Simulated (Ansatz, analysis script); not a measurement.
Entries from a set of simulations; values are calculated unless marked as measured.

```json
{"subject": "Fixed-spin-moment curve of a free-standing square Ir monolayer, spacing 2.904 Å", "lattice_ang": [[2.904, 0.0, 0.0], [0.0, 2.904, 0.0], [0.0, 0.0, 14.0]], "atoms": [["Ir", 0.0, 0.0, 0.5]], "method": "PBE, PAW set soft_1; collinear runs at fixed total moment and in a field on the spins (and 4 further levels or steps)", "program": "Ansatz 0.2.0 and analysis script 1", "settings_of_one_run": "cutoff 420 eV, 19×19×1 k-mesh, Fermi-Dirac occupations, smearing width 0.1 eV", "notes": "Among the fixed moments, E(M) falls 100.0 meV below the state without spin and is lowest near 1.65 μB on this grid. The cell was taken as built, with atoms unrelaxed. In doubt: the program’s search for lower states was switched off, so a lower magnetic state than those reached may exist.", "results": {"state_of_the_free_run": "ferromagnetic", "net_moment_of_the_free_run": "1.75 μB", "energy_of_the_free_run_from_the_state_without_spin": "-102 meV a cell", "lowest_of_the_fixed_moments_tried": "M = 1.65 μB, -100.0 meV", "dm_db_between_0_and_300_t": "0.103 μB a cell per 1000 T"}}
```

[Logs and program files are shortened in this print: banners, set-up blocks, solver, clock and traceback lines can be left out without a mark of their own.]

[Logs are printed without paths, hosts, clocks, repeated set-up lines and the standing remarks that a program may print on its own settings, such as how far it seeks lower states.]

[Hosts, paths, dates, database ids (printed as entryN), source tags and the programs' standing remarks are cut or masked in the printed files.]
